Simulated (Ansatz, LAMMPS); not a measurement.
**Glassy 63SiO2-14B2O3-11Na2O-11CaO (mol %) (111 atoms) in motion**

Aim: follow glassy 63SiO2-14B2O3-11Na2O-11CaO (mol %) (111 atoms) for a short time with forces from DFT, then look at structure and electrons in the last frame.

Program: Ansatz 0.2.0. Level of theory: Kohn-Sham DFT, LDA, PAW (set soft_2), plane waves. Results are calculated unless marked as measured.

## Step 1: The structure

The cell holds 111 atoms: 22 Si, 10 B, 8 Na, 4 Ca and 67 O. Its edges and angles: a = 11.089 Å, b = 11.089 Å, c = 11.089 Å, α = 90.0°, β = 90.0°, γ = 90.0°. 111 atoms (22 Si, 10 B, 8 Na, 4 Ca, 67 O) placed at random at 2.33 g/cm³, melted at 3000 K for 20 ps at fixed volume with the Buckingham and Coulomb pair potential of Guillot and Sator (Geochim. Cosmochim. Acta 71, 1249 (2007)) with the boron terms of Wang et al. (J. Non-Cryst. Solids 498, 294 (2018)). Quenched from 3000 K to 300 K at 100 K/ps and fixed volume, held 10 ps at zero pressure.

Limits known from the start: The quench rate of 100 K/ps is many orders above laboratory rates, so the cell is likely richer in defects and strain than a real sample. The network of bonds at the start is that of the classical potential that made the cell, and needn't be the one that DFT or experiment would give. Only the Γ point is sampled, in a cell whose shortest periodic width is 11 Å.

## Step 2: Single point at the start

The forces at the start show how far the geometry lies from a minimum of this functional.

Input file input.yaml:

```yaml
crystal:
  lattice:
    - [11.08914, 0.0, 0.0]
    - [0.0, 11.08914, 0.0]
    - [0.0, 0.0, 11.08914]
  atoms:
    - { symbol: Si, position: [0.23045, 0.48971, 0.83232] }
    - { symbol: Si, position: [0.7712, 0.15119, 0.6825] }
    - { symbol: Si, position: [0.32912, 0.96176, 0.31818] }
    - { symbol: Si, position: [0.18069, 0.7897, 0.65443] }
    [... 101 atom lines left out ...]
    - { symbol: O, position: [0.70003, 0.79088, 0.60783] }
    - { symbol: O, position: [0.6673, 0.14297, 0.24414] }
    - { symbol: O, position: [0.27077, 0.02024, 0.43617] }
    - { symbol: O, position: [0.72588, 0.01465, 0.73438] }
    - { symbol: O, position: [0.33184, 0.0109, 0.98542] }
    - { symbol: O, position: [0.54629, 0.65991, 0.05207] }
kpoints:
  mp_grid: { grid: [1, 1, 1] }
hamiltonian:
  xc: lda
scf:
  occupations: { method: gaussian, width: 0.025 }
output:
  forces: true
```

On the command line:

```sh
$ ansatz run input.yaml --threads 4 --pin off --max-ram 8192MiB --backend cpu --events-out ev --progress --plain --runs-dir out
```

It took 16 s on 4 threads of Arm Neoverse V1, shared host; peak memory 1.9 GiB.

The run gave:

```
free energy            : -71026.6031 eV
free energy per atom   : -639.8793 eV/atom
SCF cycles             : 10
r.m.s. force component : 1.055 eV/Å
longest force          : 3.946 eV/Å
Fermi energy           : 6.004 eV
```

The r.m.s. force component of 1.1 eV/Å sets the starting point.

Length of the force by element:

| element | coordination | atoms | mean length of the force (eV/Å) | spread | least | most |
| --- | --- | --- | --- | --- | --- | --- |
| B | all | 10 | 2.29 | 0.674 | 1.19 | 3.95 |
| Ca | all | 4 | 1.46 | 0.504 | 0.672 | 2.00 |
| Na | all | 8 | 0.840 | 0.395 | 0.237 | 1.39 |
| O | all | 67 | 1.33 | 0.668 | 0.191 | 3.18 |
| Si | all | 22 | 2.47 | 0.811 | 0.466 | 3.89 |

## Step 3: Dynamics at 600 K

A Nosé–Hoover thermostat steers the temperature while disturbing the dynamics little. The time step is 1.0 fs.

Changes to input.yaml since step 2:

```diff
@@ -15 +15,8 @@
   forces: true
+md:
+  timestep: 1.0
+  n_steps: 214
+  ensemble: nvt_nose_hoover
+  temperature: 600
+  initial_velocities: maxwell_boltzmann
+  seed: 99
```

The job ended after 32 min (4 threads; peak memory 2 GiB).

The program notes that it switched symmetry off.

The trajectory, sampled:

| time (fs) | T (K) | potential (meV/atom) | conserved (meV/atom) |
| --- | --- | --- | --- |
| 0.0 | 600 | 0.0 | 0.00 |
| 14.0 | 653 | -6.9 | -0.02 |
| 29.0 | 660 | -8.0 | 0.01 |
| 43.0 | 760 | -21.6 | -0.03 |
| 57.0 | 660 | -10.4 | 0.03 |
| 71.0 | 652 | -11.5 | 0.01 |
| 86.0 | 715 | -22.4 | -0.04 |
| 100.0 | 657 | -18.0 | -0.03 |
| 114.0 | 688 | -24.8 | -0.03 |
| 128.0 | 645 | -22.2 | -0.02 |
| 143.0 | 601 | -18.8 | -0.03 |
| 157.0 | 554 | -14.2 | -0.03 |
| 171.0 | 552 | -14.9 | -0.04 |
| 185.0 | 628 | -25.0 | -0.07 |
| 200.0 | 636 | -26.5 | -0.05 |
| 214.0 | 675 | -32.1 | -0.05 |

Mean square displacement from the first frame to the last: Si 0.14 Å², B 0.11 Å², Na 1.1 Å², Ca 0.34 Å², O 0.27 Å².

Mean square displacement against time lag:

| time lag (fs) | B (Å²) | Ca (Å²) | Na (Å²) | O (Å²) | Si (Å²) |
| --- | --- | --- | --- | --- | --- |
| 1.0 | 1.4e-4 | 5.1e-5 | 1.1e-4 | 9.2e-5 | 5.6e-5 |
| 5.0 | 0.00340 | 0.00126 | 0.00281 | 0.00225 | 0.00137 |
| 9.0 | 0.00973 | 0.00401 | 0.00909 | 0.00691 | 0.00417 |
| 18.0 | 0.0238 | 0.0152 | 0.0358 | 0.0229 | 0.0132 |
| 23.0 | 0.0277 | 0.0239 | 0.0576 | 0.0331 | 0.0184 |
| 27.0 | 0.0295 | 0.0317 | 0.0782 | 0.0417 | 0.0223 |
| 31.0 | 0.0312 | 0.0402 | 0.101 | 0.0505 | 0.0261 |
| 36.0 | 0.0339 | 0.0512 | 0.133 | 0.0620 | 0.0310 |
| 45.0 | 0.0426 | 0.0715 | 0.196 | 0.0825 | 0.0408 |
| 49.0 | 0.0484 | 0.0804 | 0.226 | 0.0912 | 0.0454 |
| 54.0 | 0.0567 | 0.0913 | 0.264 | 0.101 | 0.0513 |
| 58.0 | 0.0630 | 0.0996 | 0.295 | 0.109 | 0.0560 |
| 62.0 | 0.0681 | 0.108 | 0.325 | 0.117 | 0.0606 |
| 71.0 | 0.0746 | 0.125 | 0.393 | 0.135 | 0.0704 |
| 76.0 | 0.0768 | 0.134 | 0.429 | 0.146 | 0.0754 |
| 80.0 | 0.0787 | 0.141 | 0.456 | 0.154 | 0.0792 |
| 84.0 | 0.0809 | 0.149 | 0.483 | 0.163 | 0.0828 |
| 89.0 | 0.0834 | 0.157 | 0.514 | 0.173 | 0.0873 |
| 98.0 | 0.0860 | 0.173 | 0.565 | 0.192 | 0.0953 |
| 102.0 | 0.0871 | 0.179 | 0.585 | 0.200 | 0.0989 |
| 107.0 | 0.0890 | 0.187 | 0.608 | 0.209 | 0.103 |

Over the second half of 214 fs the temperature averages 618 K with swings of 46 K r.m.s. The conserved energy stays within 0.07 meV/atom. From first frame to last Na has the largest mean square displacement, 1.1 Å² at the end; the farthest move is 1.69 Å. The run spans 0.21 ps, too short for its means to be equilibrium values.

## Step 4: Local order late in the run

The g(r) is a mean over the second half.

Density 2.61 g/cm³, 12.28 Å³ an atom.

Mean of 13 frames. g(r), total and by pair (bins of 0.2 Å):

| r (Å) | total | O-O | O-Si | O-B | O-Na | O-Ca | Si-Si |
| --- | --- | --- | --- | --- | --- | --- | --- |
| 1.20 | 0.05 | 0.00 | 0.00 | 0.42 | 0.00 | 0.00 | 0.00 |
| 1.40 | 1.21 | 0.00 | 0.00 | 11.15 | 0.00 | 0.00 | 0.00 |
| 1.60 | 2.91 | 0.00 | 11.12 | 2.27 | 0.00 | 0.00 | 0.00 |
| 1.80 | 0.29 | 0.00 | 1.14 | 0.12 | 0.00 | 0.00 | 0.00 |
| 2.00 | 0.06 | 0.00 | 0.04 | 0.00 | 0.35 | 0.44 | 0.00 |
| 2.20 | 0.46 | 0.31 | 0.01 | 0.00 | 2.45 | 3.05 | 0.00 |
| 2.40 | 1.03 | 2.15 | 0.02 | 0.02 | 1.59 | 1.90 | 0.00 |
| 2.60 | 1.48 | 2.97 | 0.05 | 0.13 | 1.32 | 2.25 | 0.05 |
| 2.80 | 1.10 | 1.63 | 0.19 | 0.49 | 1.02 | 1.30 | 0.98 |
| 3.00 | 0.88 | 0.85 | 0.48 | 0.56 | 0.59 | 0.69 | 2.66 |
| 3.20 | 0.82 | 0.57 | 0.75 | 0.91 | 0.68 | 0.38 | 2.63 |
| 3.40 | 0.85 | 0.55 | 1.11 | 1.35 | 0.95 | 0.51 | 0.14 |
| 3.60 | 0.97 | 0.61 | 1.33 | 1.52 | 0.84 | 0.56 | 0.39 |
| 3.80 | 1.12 | 0.71 | 1.65 | 1.46 | 1.06 | 1.03 | 0.62 |
| 4.00 | 1.14 | 0.81 | 1.55 | 1.48 | 1.22 | 1.13 | 0.93 |
| 4.20 | 1.00 | 0.94 | 1.26 | 0.95 | 1.15 | 0.97 | 0.79 |
| 4.40 | 1.00 | 1.08 | 1.05 | 0.49 | 1.16 | 1.37 | 1.21 |
| 4.60 | 1.02 | 1.20 | 0.75 | 0.64 | 1.25 | 1.55 | 1.71 |
| 4.80 | 1.06 | 1.35 | 0.70 | 0.84 | 1.23 | 0.90 | 1.53 |
| 5.00 | 0.99 | 1.27 | 0.72 | 0.90 | 0.72 | 1.08 | 1.08 |
| 5.20 | 0.96 | 1.04 | 0.82 | 0.97 | 0.82 | 1.10 | 0.91 |
| 5.40 | 0.97 | 0.98 | 0.94 | 1.32 | 0.83 | 0.55 | 0.71 |

## Step 5: Single point at the last frame

The last frame is solved again with fuller output, to read the electronic structure of a thermally displaced geometry.

Input file input.yaml:

```yaml
crystal:
  lattice:
    - [11.08914, 0.0, 0.0]
    - [0.0, 11.08914, 0.0]
    - [0.0, 0.0, 11.08914]
  atoms:
    - { symbol: Si, position: [0.21457, 0.44529, 0.82512] }
    - { symbol: Si, position: [0.77533, 0.15421, 0.70797] }
    - { symbol: Si, position: [0.32371, 0.92279, 0.3031] }
    - { symbol: Si, position: [0.18738, 0.7808, 0.66898] }
    [... 101 atom lines left out ...]
    - { symbol: O, position: [0.68191, 0.79973, 0.62054] }
    - { symbol: O, position: [0.69003, 0.17216, 0.315] }
    - { symbol: O, position: [0.24007, 0.96998, 0.43006] }
    - { symbol: O, position: [0.72683, 0.04384, 0.7872] }
    - { symbol: O, position: [0.347, 0.01018, 0.97364] }
    - { symbol: O, position: [0.58863, 0.66277, 0.07929] }
kpoints:
  mp_grid: { grid: [1, 1, 1] }
hamiltonian:
  xc: lda
scf:
  occupations: { method: gaussian, width: 0.025 }
output:
  forces: true
  stress: true
  populations: intrinsic
  dos:
    method: { smearing: { sigma: 0.1 } }
    de: 0.1
    projected: { site_lists: { B: [B], Ca: [Ca], Na: [Na], O: [O], Si: [Si] } }
  eigenvalues: true
  write_density: true
  write_potential: true
  volumetric_format: npy
```

Run time: 27 s. Hardware: 4 threads; peak memory 1.9 GiB.

Numbers from this run:

* free energy: -71030.1639 eV
* free energy per atom: -639.9114 eV/atom
* SCF cycles: 10
* pressure: -1.138 GPa
* r.m.s. force component: 1.074 eV/Å
* longest force: 4.404 eV/Å
* Fermi energy: 5.926 eV
* gap (highest filled to lowest empty level): 3.175 eV

Length of the force by element:

| element | coordination | atoms | mean length of the force (eV/Å) | spread | least | most |
| --- | --- | --- | --- | --- | --- | --- |
| B | all | 10 | 1.87 | 0.671 | 0.983 | 3.15 |
| Ca | all | 4 | 0.775 | 0.309 | 0.292 | 1.13 |
| Na | all | 8 | 0.541 | 0.331 | 0.105 | 1.19 |
| O | all | 67 | 1.66 | 0.838 | 0.362 | 4.40 |
| Si | all | 22 | 2.06 | 0.784 | 0.850 | 3.85 |

Intrinsic-atomic-orbital charges by element:

| element | coordination | atoms | mean charge (e) | spread | least | most |
| --- | --- | --- | --- | --- | --- | --- |
| B | all | 10 | 0.517 | 0.0512 | 0.406 | 0.589 |
| Ca | all | 4 | 1.78 | 0.0063 | 1.77 | 1.79 |
| Na | all | 8 | 0.809 | 0.016 | 0.791 | 0.834 |
| O | all | 67 | -0.823 | 0.156 | -1.17 | -0.466 |
| Si | all | 22 | 1.65 | 0.0449 | 1.58 | 1.72 |

States in the cell by windows of 1 eV, zero at the Fermi level; the larger projections on atomic orbitals stand beside the total:

| from (eV) | to (eV) | total | O p | Si p |
| --- | --- | --- | --- | --- |
| -10 | -9 | 27.0 | 19.5 | 3.3 |
| -9 | -8 | 35.4 | 26.0 | 4.4 |
| -8 | -7 | 27.6 | 20.9 | 2.6 |
| -7 | -6 | 47.8 | 39.3 | 3.2 |
| -6 | -5 | 64.4 | 57.2 | 2.4 |
| -5 | -4 | 72.1 | 67.0 | 1.4 |
| -4 | -3 | 58.8 | 55.7 | 0.9 |
| -3 | -2 | 22.9 | 21.9 | 0.3 |
| -2 | -1 | 4.8 | 4.5 | 0.0 |
| -1 | 1 | 0.0 | 0.0 | 0.0 |
| 1 | 2 | 2.0 | 0.1 | 0.1 |
| 2 | 3 | 4.6 | 0.6 | 0.5 |
| 3 | 4 | 26.3 | 3.1 | 3.7 |
| 4 | 5 | 40.9 | 3.6 | 7.2 |

Between -26 and -10 eV lie 247 more states.

The levels nearest the highest filled one (over half full), pooled over k-points and spins:

| level less the highest filled one (eV) | occupation |
| --- | --- |
| -0.914 | 2 |
| -0.614 | 2 |
| -0.583 | 2 |
| -0.403 | 2 |
| -0.257 | 2 |
| 0 | 2 |
| 3.17 | 0 |
| 4.35 | 0 |
| 4.56 | 0 |
| 4.63 | 0 |
| 4.68 | 0 |
| 4.80 | 0 |

Mean intrinsic-atomic-orbital charges: B +0.52, Ca +1.78, Na +0.81, O -0.82, Si +1.65 e.

## Step 6: Outcome

* mean temperature, second half: 618.2 K
* temperature swing, second half: 46 K
* slope of the conserved energy against time, by least squares: -0.262 meV/atom/ps
* free energy per atom: -639.9114 eV/atom
* pressure: -1.138 GPa
* r.m.s. force component: 1.074 eV/Å
* gap (highest filled to lowest empty level): 3.175 eV
* wall time of the 3 DFT runs: 32 min

What this shows: Over the second half of 214 fs the temperature averages 618 K with swings of 46 K r.m.s. The conserved energy stays within 0.07 meV/atom. The run spans 0.21 ps, too short for its means to be equilibrium values. The highest filled and lowest empty levels differ by 3.17 eV (at Γ alone); a local or semilocal functional tends to put such gaps too low. In a disordered cell it changes from sample to sample, and tail or defect levels can set it.

**Limits.** The stress is far from hydrostatic: its diagonal is -2.2, 1.4, -2.6 GPa, compression counted positive. The pressure of a single frame lacks the kinetic term, about 0.69 GPa here.

[Logs are printed without paths, hosts, clocks, repeated set-up lines and the standing remarks that a program may print on its own settings, such as how far it seeks lower states.]

[Hosts, paths, dates, database ids (printed as entryN), source tags and the programs' standing remarks are cut or masked in the printed files.]
